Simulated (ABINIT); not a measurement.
**KF (Carobbiite): G0W0 in ABINIT against the bands in the self-energy**

Aim: move the bands in the self-energy of a G0W0 run on KF (Carobbiite) over a wide range.

Main program and level: ABINIT 10.8.3; LDA and many-body steps on it, plane waves.

Report form: the programs' logs are mostly left out.

## (1) The starting structure

The structure is cubic, space group Fm-3m (No. 225). The conventional cell has a = 5.344 Å, b = 5.344 Å, c = 5.344 Å, α = 90.00°, β = 90.00°, γ = 90.00°. Nearest to K lie 6 F at 2.67 Å. F has 6 K at 2.67 Å nearest. Farther neighbours and most contacts between anions are not listed.

The cell and positions come from the Crystallography Open Database and are kept as given unless a step says otherwise.

## (2) Screening, 4×4×4 mesh, 94 bands, screening to 176.9 eV

This step: ABINIT 10.8.3; RPA screening on LDA, plane waves, norm-conserving pseudopotentials.

The RPA dielectric matrix is built and inverted for each q.

Input file run.abi:

```
acell 3*1.0 Angstrom
rprim 
  -0.000000000000 2.671850000000 2.671850000000
  2.671850000000 -0.000000000000 2.671850000000
  2.671850000000 2.671850000000 0.000000000000
ntypat 2
znucl 19 9
natom 2
typat 1 2
xred 
  0.000000000000 0.000000000000 0.000000000000
  0.500000000000 0.500000000000 0.500000000000
pp_dirpath "pseudos"
pseudos "K.upf, F.upf"
ecut 36
ngkpt 4 4 4
nshiftk 1
shiftk 0 0 0
kptopt 1
chksymbreak 0
istwfk *1
occopt 1
irdwfk 1
optdriver 3
nband 94
ecuteps 6.5
inclvkb 2
awtr 1
symchi 1
indata_prefix "in"
outdata_prefix "out"
tmpdata_prefix "tmp"
```

Command:

```
OMP_NUM_THREADS=1 mpirun -n 4 abinit run.abi > log
```

Elapsed: 15 s, on 4 MPI ranks of Arm Neoverse V1, shared host; peak memory 0.64 GiB; 58 s of CPU time.

Numbers from this step:

```yaml
eps_infinity_with_local_fields_on_this_mesh_along_the_program_s_q_direction: 1.954
the_same_without_local_fields: 2.166
plasma_frequency: 24.05 eV
plane_waves_in_the_screening_matrix: 181
```

Local fields lower ε∞ by 10 %. On a Γ-centred mesh this coarse the value itself is usually too large, while a short band sum pulls it down.

## (3) 16 bands

This step: G0W0 on LDA, plane waves, norm-conserving pseudopotentials.

run.abi: that of step 2 with these lines changed.

```diff
@@ -23,8 +23,15 @@
 irdwfk 1
-optdriver 3
-nband 94
+optdriver 4
+nband 16
+gwcalctyp 0
+ecutsigx 36
+symsigma 1
+nkptgw 1
+kptgw 
+  0.0000000000 0.0000000000 0.0000000000
+bdgw 
+  6 12
 ecuteps 6.5
-inclvkb 2
-awtr 1
-symchi 1
+irdscr 1
+ppmodel 1
 indata_prefix "in"
```

Wall time 2.8 s (4 MPI ranks); peak memory 0.15 GiB.

Numbers from this step:

```yaml
g0w0_gap_on_the_points_computed: 9.654 eV
starting_gap_on_the_mesh: 5.821 eV
k_of_the_valence_top: 0, 0, 0
k_of_the_conduction_bottom: 0, 0, 0
z_at_the_valence_top: 0.811
z_at_the_conduction_bottom: 0.904
least_direct_g0w0_gap_on_the_computed_points: 9.654 eV
```

## (4) 29 bands

The self-energy is evaluated for the states that the input lists, and the levels follow from it, in one-shot runs by the linearised quasiparticle equation.

run.abi: that of step 3 with these lines changed.

```diff
@@ -24,3 +24,3 @@
 optdriver 4
-nband 16
+nband 29
 gwcalctyp 0
```

Run time: 3.2 s. Hardware: 4 MPI ranks; peak memory 0.48 GiB; 13 s of CPU time.

This step gave:

- G0W0 gap on the points computed: 9.58 eV
- starting gap on the mesh: 5.821 eV
- k of the valence top: 0, 0, 0
- k of the conduction bottom: 0, 0, 0
- Z at the valence top: 0.807
- Z at the conduction bottom: 0.897
- least direct G0W0 gap on the computed points: 9.58 eV

The gap on the mesh goes from 5.82 eV to 9.58 eV, a correction of +3.76 eV.

## (5) 58 bands

run.abi: that of step 4 with these lines changed.

```diff
@@ -24,3 +24,3 @@
 optdriver 4
-nband 29
+nband 58
 gwcalctyp 0
```

Run time: 3.9 s. Hardware: 4 MPI ranks; peak memory 0.49 GiB; 15 s of CPU time.

This step gave:

```
G0W0 gap on the points computed              : 9.717 eV
starting gap on the mesh                     : 5.821 eV
k of the valence top                         : 0, 0, 0
k of the conduction bottom                   : 0, 0, 0
least direct G0W0 gap on the computed points : 9.717 eV
```

Against the run before, the gap moves by +0.137 eV.

## (6) 94 bands

run.abi: that of step 5 with these lines changed.

```diff
@@ -24,3 +24,3 @@
 optdriver 4
-nband 58
+nband 94
 gwcalctyp 0
```

Elapsed: 4.8 s, on 4 MPI ranks; peak memory 0.5 GiB; 19 s of CPU time.

This step gave:

```yaml
g0w0_gap_on_the_points_computed: 9.815 eV
starting_gap_on_the_mesh: 5.821 eV
k_of_the_valence_top: 0, 0, 0
k_of_the_conduction_bottom: 0, 0, 0
least_direct_g0w0_gap_on_the_computed_points: 9.815 eV
```

Against the run before, the gap moves by +0.098 eV.

## (7) Side by side

Times are wall times on 4 MPI ranks of Arm Neoverse V1, shared host, good to a factor of about two. A run's time includes the screening step that it read.

```tsv
run	mesh	bands	screening cutoff (eV)	DFT gap (eV)	gap on the mesh (eV)	direct (eV)	ε∞ used	time
16 bands	4×4×4	16	176.9	5.821	9.654	9.654	1.95	17 s
29 bands	4×4×4	29	176.9	5.821	9.580	9.580	1.95	18 s
58 bands	4×4×4	58	176.9	5.821	9.717	9.717	1.95	19 s
94 bands	4×4×4	94	176.9	5.821	9.815	9.815	1.95	19 s
```

## (8) Results

| Quantity | Value |
| --- | --- |
| 16 bands | 9.654 eV |
| 29 bands | 9.580 eV |
| 58 bands | 9.717 eV |
| 94 bands | 9.815 eV |
| known limits | not at the basis limit; coarse k mesh |

The setting moved: bands in the self-energy. From 16 bands to 94 bands the gap moves by +0.16 eV, not steadily: it passes through 9.58 eV. The last step still moves it by +0.098 eV. Bands and screening cutoff are coupled, so a series along one setting does not show full convergence. Bands and cutoff are finite, so the gap is not at the basis limit. The miss can reach some tenths of an eV and take either sign; the mesh is an error of its own. In the first G0W0 run levels were corrected at 1 k point alone, so a gap called «on the mesh» is the least over those, and an edge elsewhere would be missed. The 4×4×4 mesh is coarse for this cell, which bears on the long-range parts of exchange and screening.

[Paths, hosts, dates, memory and timing lines, banners, echoed tables and standing remarks are left out of the program output.]

[Logs are printed without paths, hosts, clocks, repeated set-up lines and the standing remarks that a program may print on its own settings, such as how far it seeks lower states.]

[Runs of the session that timed out or met a known fault of the program may be left out.]

[No measured gap is set beside runs whose start may be inverted or whose files or cutoffs have a known fault.]

[Hosts, paths, dates, database ids (printed as entryN), source tags and the programs' standing remarks are cut or masked in the printed files.]

[G0W0 gaps are taken among the corrected bands and points alone; a level outside them can change the order at an edge.]

[Where Ansatz stands beside ABINIT at settings called matched, ABINIT's density can come from a denser mesh and the files from another edition; pairs whose starting gaps differed by over 0.03 eV were left out, so agreement reads better than it is.]
